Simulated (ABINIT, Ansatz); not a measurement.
# Quasiparticle gap of H6PbCBr3N (Pm) in ABINIT

Wanted: ground state, empty states, screening and self-energy for H6PbCBr3N (Pm).

Calculated with ABINIT 10.8.3; PBEsol and many-body steps on it, plane waves.

### Step 1. The structure

Symmetry: Pm, No. 6, monoclinic system. Conventional cell: a = 6.039 Å, b = 6.060 Å, c = 6.128 Å, α = 90.00°, β = 90.07°, γ = 90.00°. Nearest to H lie 1 N at 1.04 Å. H has 1 N at 1.04 Å nearest. Nearest to H lie 1 C at 1.09 Å. Nearest to H lie 1 C at 1.10 Å. Pb has 6 Br at 2.98 to 3.11 Å nearest. Nearest to C lie 3 H at 1.09 to 1.10 Å and 1 N at 1.49 Å. Farther neighbours and most contacts between anions are not listed.

The cell and positions are those that the Materials Project relaxed with its own functionals (PBE, PBE+U or r2SCAN), kept fixed. Spin-orbit coupling is left out unless a step names it.

### Step 2. Ground state

This step: ABINIT 10.8.3; DFT, PBEsol, plane waves, norm-conserving pseudopotentials.

The ground-state density comes first.

Input file run.abi:

```
acell 3*1.0 Angstrom
rprim 
  6.038531000000 -0.000000000000 -0.000000000000
  -0.000000000000 6.059680000000 0.000000000000
  -0.007679000000 0.000000000000 6.128174000000
ntypat 5
znucl 1 82 6 35 7
natom 12
typat 1 1 1 1 1 1 2 3 4 4 4 5
xred 
  0.218258000000 0.862101000000 0.968190000000
  0.177786000000 0.000000000000 0.198636000000
  0.825095000000 0.851944000000 0.061619000000
  0.869341000000 0.000000000000 0.811715000000
  0.825095000000 0.148056000000 0.061619000000
  0.218258000000 0.137899000000 0.968190000000
  0.475266000000 0.500000000000 0.477994000000
  0.897311000000 0.000000000000 0.988520000000
  0.430028000000 0.500000000000 0.972748000000
  0.434852000000 0.000000000000 0.512708000000
  0.966538000000 0.500000000000 0.440736000000
  0.140606000000 0.000000000000 0.032465000000
pp_dirpath "pseudos"
pseudos "H.upf, Pb.upf, C.upf, Br.upf, N.upf"
ecut 37
ngkpt 4 4 4
nshiftk 1
shiftk 0 0 0
kptopt 1
chksymbreak 0
nband 54
occopt 1
tolvrs 1e-08
nstep 60
prtwf 0
optforces 0
optstress 0
indata_prefix "in"
outdata_prefix "out"
tmpdata_prefix "tmp"
```

Started as:

```bash
> OMP_NUM_THREADS=1 mpirun -n 4 abinit run.abi > log
```

Numbers of over 12 decimals in the logs are rounded to 6 here.

The program printed:

```text
.Version 10.8.3 of ABINIT. v10.8.2 released Aug 2026.

 Symmetries : space group Pm (#  6); Bravais mP (primitive monocl.)
================================================================================
 Values of the parameters that define the memory need of the present run
     intxc =       0    ionmov =       0      iscf =       7    lmnmax =       6
     lnmax =       6     mgfft =      64  mpssoang =       3    mqgrid =    3171
     natom =      12  nloc_mem =       1    nspden =       1   nspinor =       1
    nsppol =       1      nsym =       2    n1xccc =    2501    ntypat =       5
    occopt =       1   xclevel =       2
-    mband =          54        mffmem =           1         mkmem =           8
       mpw =       16281          nfft =      262144          nkpt =          30
================================================================================
  Rough estimation (10% accuracy) of disk space for files :
================================================================================

--------------------------------------------------------------------------------
------------- Echo of variables that govern the present computation ------------
--------------------------------------------------------------------------------
 -outvars: echo values of preprocessed input variables --------
            acell      1.8897261259E+00  1.8897261259E+00  1.8897261259E+00 Bohr

      chksymbreak           0
             ecut      3.70000000E+01 Hartree
-          fftalg         312

              ixc     -116133
              kpt      0.00000000E+00  0.00000000E+00  0.00000000E+00
                       2.50000000E-01  0.00000000E+00  0.00000000E+00
                       5.00000000E-01  0.00000000E+00  0.00000000E+00
                       0.00000000E+00  2.50000000E-01  0.00000000E+00
                       2.50000000E-01  2.50000000E-01  0.00000000E+00
                       5.00000000E-01  2.50000000E-01  0.00000000E+00
                       0.00000000E+00  5.00000000E-01  0.00000000E+00
                       2.50000000E-01  5.00000000E-01  0.00000000E+00
                       5.00000000E-01  5.00000000E-01  0.00000000E+00
   [... 19 further rows ...]
                       2.50000000E-01  5.00000000E-01  5.00000000E-01
                       5.00000000E-01  5.00000000E-01  5.00000000E-01
         kptrlatt        4    0    0      0    4    0      0    0    4
          kptrlen      4.56446792E+01
P           mkmem           8
            natom          12
            nband          54
            ngfft          64      64      64
             nkpt          30
            nstep          60
             nsym           2
           ntypat           5
              occ      2.000000  2.000000  2.000000  2.000000  2.000000  2.000000
                       2.000000  2.000000  2.000000  2.000000  2.000000  2.000000
                       2.000000  2.000000  2.000000  2.000000  2.000000  2.000000
                       2.000000  2.000000  2.000000  2.000000  2.000000  2.000000
                       2.000000  2.000000  2.000000  2.000000  2.000000  2.000000
                       2.000000  2.000000  2.000000  2.000000  2.000000  2.000000
                       2.000000  2.000000  2.000000  2.000000  2.000000  2.000000
                       2.000000  2.000000  0.000000  0.000000  0.000000  0.000000
                       0.000000  0.000000  0.000000  0.000000  0.000000  0.000000
        optforces           0
        optstress           0
            prtwf           0
            rprim      6.0385310000E+00 -0.0000000000E+00 -0.0000000000E+00
[...]
spgroup           6

           tolvrs      1.00000000E-08

             xred      2.1825800000E-01  8.6210100000E-01  9.6819000000E-01
[...]
znucl        1.00000   82.00000    6.00000   35.00000    7.00000

================================================================================

 chkinp: Checking input parameters for consistency.

================================================================================
== DATASET  1 ==================================================================
-   mpi_nproc: 4, omp_nthreads: 1 (-1 if OMP is not activated)

--- !DatasetInfo
iteration_state: {dtset: 1, }
dimensions: {natom: 12, nkpt: 30, mband: 54, nsppol: 1, nspinor: 1, nspden: 1, mpw: 16281, }
cutoff_energies: {ecut:  37.0, pawecutdg:  -1.0, }
electrons: {nelect:   8.80000000E+01, charge:   0.00000000E+00, occopt:   1.00000000E+00, tsmear:   1.00000000E-02, }

 Real(R)+Recip(G) space primitive vectors, cartesian coordinates (Bohr,Bohr^-1):
 R(1)= 11.4111698  0.0000000  0.0000000  G(1)=  0.0876334  0.0000000  0.0001098
 R(2)=  0.0000000 11.4511356  0.0000000  G(2)=  0.0000000  0.0873276  0.0000000
 R(3)= -0.0145112  0.0000000 11.5805705  G(3)=  0.0000000  0.0000000  0.0863515
 Unit cell volume ucvol=  1.5132430E+03 bohr^3
 Angles (23,13,12)=  9.00000000E+01  9.00717953E+01  9.00000000E+01 degrees

 getcut: wavevector=  0.0000  0.0000  0.0000  ngfft=  64  64  64
         ecut(hartree)=     37.000   => boxcut(ratio)=   2.01829

--- Pseudopotential description ------------------------------------------------
- H Generated using ONCVPSP code by D. R. Hamann
-  1.00000   1.00000  180301                  znucl, zion, pspdat
[...]
_setup2: Arith. and geom. avg. npw (full set) are   16267.391   16267.385

================================================================================

--- !BeginCycle
iteration_state: {dtset: 1, }
solver: {iscf: 7, nstep: 60, nline: 4, wfoptalg: 0, }
tolerances: {tolvrs: 1.00E-08, }

     iter   Etot(hartree)      deltaE(h)  residm     vres2
 ETOT  1  -633.41609146618    -6.334E+02 2.749E+00 1.487E+03
 ETOT  2  -635.42611502969    -2.010E+00 4.131E-02 1.437E+02
 ETOT  3  -635.45609548678    -2.998E-02 8.555E-03 3.943E+01
 ETOT  4  -635.45858764870    -2.492E-03 5.263E-03 8.938E+00
 ETOT  5  -635.45879113879    -2.035E-04 2.567E-03 3.435E+00
 ETOT  6  -635.45895568817    -1.645E-04 2.169E-03 1.114E+00
 ETOT  7  -635.45898581128    -3.012E-05 7.755E-04 5.126E-02
 ETOT  8  -635.45898758344    -1.772E-06 9.253E-04 3.110E-03
 ETOT  9  -635.45898773115    -1.477E-07 3.904E-04 3.178E-04
 ETOT 10  -635.45898774894    -1.779E-08 4.351E-04 3.565E-05
 ETOT 11  -635.45898774991    -9.643E-10 4.315E-04 1.009E-05
 ETOT 12  -635.45898775034    -4.324E-10 4.804E-04 1.763E-06
 ETOT 13  -635.45898775038    -3.990E-11 4.100E-04 4.826E-07
 ETOT 14  -635.45898775038     4.320E-12 3.980E-04 3.826E-08
 ETOT 15  -635.45898775038    -3.070E-12 2.991E-04 3.994E-09

 At SCF step   15       vres2   =  3.99E-09 < tolvrs=  1.00E-08 =>converged.

--- !ResultsGS
iteration_state: {dtset: 1, }
comment   : Summary of ground state results
lattice_vectors:
- [ 11.4111698,  -0.0000000,  -0.0000000, ]
- [ -0.0000000,  11.4511356,   0.0000000, ]
- [ -0.0145112,   0.0000000,  11.5805705, ]
lattice_lengths: [  11.41117,   11.45114,   11.58058, ]
lattice_angles: [ 90.000,  90.072,  90.000, ] # degrees, (23, 13, 12)
lattice_volume:   1.5132430E+03
convergence: {deltae: -3.070E-12, res2:  3.994E-09, residm:  2.991E-04, diffor:  0.000E+00, }
etotal    :  -6.35458988E+02
entropy   :   0.00000000E+00
fermie    :   1.28454767E-02
cartesian_stress_tensor: null
pressure_GPa: null
xred      :
- [  2.1826E-01,   8.6210E-01,   9.6819E-01,  H]
- [  1.7779E-01,   0.0000E+00,   1.9864E-01,  H]
- [  8.2510E-01,   8.5194E-01,   6.1619E-02,  H]
- [  8.6934E-01,   0.0000E+00,   8.1172E-01,  H]
- [  8.2510E-01,   1.4806E-01,   6.1619E-02,  H]
- [  2.1826E-01,   1.3790E-01,   9.6819E-01,  H]
- [  4.7527E-01,   5.0000E-01,   4.7799E-01, Pb]
- [  8.9731E-01,   0.0000E+00,   9.8852E-01,  C]
- [  4.3003E-01,   5.0000E-01,   9.7275E-01, Br]
- [  4.3485E-01,   0.0000E+00,   5.1271E-01, Br]
- [  9.6654E-01,   5.0000E-01,   4.4074E-01, Br]
- [  1.4061E-01,   0.0000E+00,   3.2465E-02,  N]
cartesian_forces: null
force_length_stats: {min: null, max: null, mean: null, }

 Integrated electronic density in atomic spheres:
 ------------------------------------------------
 Atom  Sphere_radius  Integrated_density
[...]
================================================================================

 ----iterations are completed or convergence reached----

 Mean square residual over all n,k,spin=   71.862E-08; max=  29.914E-05
 reduced coordinates (array xred) for   12 atoms
[...]
0.897311000000      0.000000000000      0.988520000000
       0.430028000000      0.500000000000      0.972748000000
       0.434852000000      0.000000000000      0.512708000000
       0.966538000000      0.500000000000      0.440736000000
       0.140606000000      0.000000000000      0.032465000000
 rms dE/dt=  0.0000E+00; max dE/dt=  0.0000E+00; dE/dt below (all hartree)
    1       0.000000000000      0.000000000000      0.000000000000
    2       0.000000000000      0.000000000000      0.000000000000
    3       0.000000000000      0.000000000000      0.000000000000
    4       0.000000000000      0.000000000000      0.000000000000
    5       0.000000000000      0.000000000000      0.000000000000
    6       0.000000000000      0.000000000000      0.000000000000
    7       0.000000000000      0.000000000000      0.000000000000
    8       0.000000000000      0.000000000000      0.000000000000
    9       0.000000000000      0.000000000000      0.000000000000
   10       0.000000000000      0.000000000000      0.000000000000
[...]
cartesian coordinates (angstrom) at end:
[...]
8      5.410849     0.000000     6.057823
    9      2.589268     3.029840     5.961169
   10      2.621930     0.000000     3.141964
   11      5.833085     3.029840     2.700907
   12      0.848804     0.000000     0.198951
 length scales=  1.889726125908  1.889726125908  1.889726125908 bohr
              =  1.000000000000  1.000000000000  1.000000000000 angstroms
 prteigrs : about to open file out_EIG
 Fermi (or HOMO) energy (hartree) =   0.01285   Average Vxc (hartree)=  -0.29122
 Eigenvalues (hartree) for nkpt=  30  k points:
 kpt#   1, nband= 54, wtk=  0.01563, kpt=  0.0000  0.0000  0.0000 (reduced coord)
  -5.10515   -2.96050   -2.96030   -2.95967   -2.18588   -2.18498   -2.18400   -2.18361
  -2.18253   -2.18175   -2.18080   -2.18073   -2.17814   -2.17810   -2.17215   -2.17048
  -2.17044   -2.16574   -2.16574   -0.69727   -0.58832   -0.58743   -0.58544   -0.58472
  -0.58451   -0.49800   -0.48302   -0.47196   -0.44207   -0.31222   -0.30696   -0.23865
  -0.23322   -0.15617   -0.15548   -0.11020   -0.10942   -0.10440   -0.04532   -0.04251
  -0.04011   -0.03610   -0.02511   -0.02443    0.16198    0.20282    0.20595    0.22426
   0.22742    0.23433    0.23578    0.26999    0.27615    0.29252
 prteigrs : prtvol=0 or 1, do not print more k-points.

--- !EnergyTerms
iteration_state     : {dtset: 1, }
comment             : Components of total free energy in Hartree
kinetic             :  3.11206625204985E+02
hartree             :  2.43216434336051E+02
xc                  : -1.06966114845965E+02
Ewald energy        : -2.69920463035056E+02
psp_core            :  7.76287292691424E+00
local_psp           : -6.67110527842982E+02
non_local_psp       : -1.53647814494328E+02
total_energy        : -6.35458987750380E+02
total_energy_eV     : -1.72917199591557E+04
band_energy         : -1.08106319447857E+02

== END DATASET(S) ==============================================================
================================================================================

 -outvars: echo values of variables after computation  --------
           etotal     -6.3545898775E+02
            nband          54
             nkpt          30
          spgroup           6
 [... the other variables as echoed above ...]

 Calculation completed.
```

Wall time 6.2 min (4 MPI ranks of Arm Neoverse V2, shared host); peak memory 0.89 GiB; 25 min of CPU time.

Numbers from this step:

```yaml
total_energy: -17291.7200 eV
gap: 2.005 eV
k_of_the_valence_top: 0.5, 0.5, 0.5
k_of_the_conduction_bottom: 0.5, 0.5, 0.5
least_direct_gap: 2.005 eV
```

The gap is direct, at (0.500, 0.500, 0.500).

(Part 1 of 3 ends here.)

[Paths, hosts, dates, memory and timing lines, banners, echoed tables and standing remarks are left out of the program output.]

[Logs are printed without paths, hosts, clocks, repeated set-up lines and the standing remarks that a program may print on its own settings, such as how far it seeks lower states.]

[Runs of the session that timed out or met a known fault of the program may be left out.]

[Hosts, paths, dates, database ids (printed as entryN), source tags and the programs' standing remarks are cut or masked in the printed files.]

[G0W0 gaps are taken among the corrected bands and points alone; a level outside them can change the order at an edge.]

[Where Ansatz stands beside ABINIT at settings called matched, ABINIT's density can come from a denser mesh and the files from another edition; pairs whose starting gaps differed by over 0.03 eV were left out, so agreement reads better than it is.]
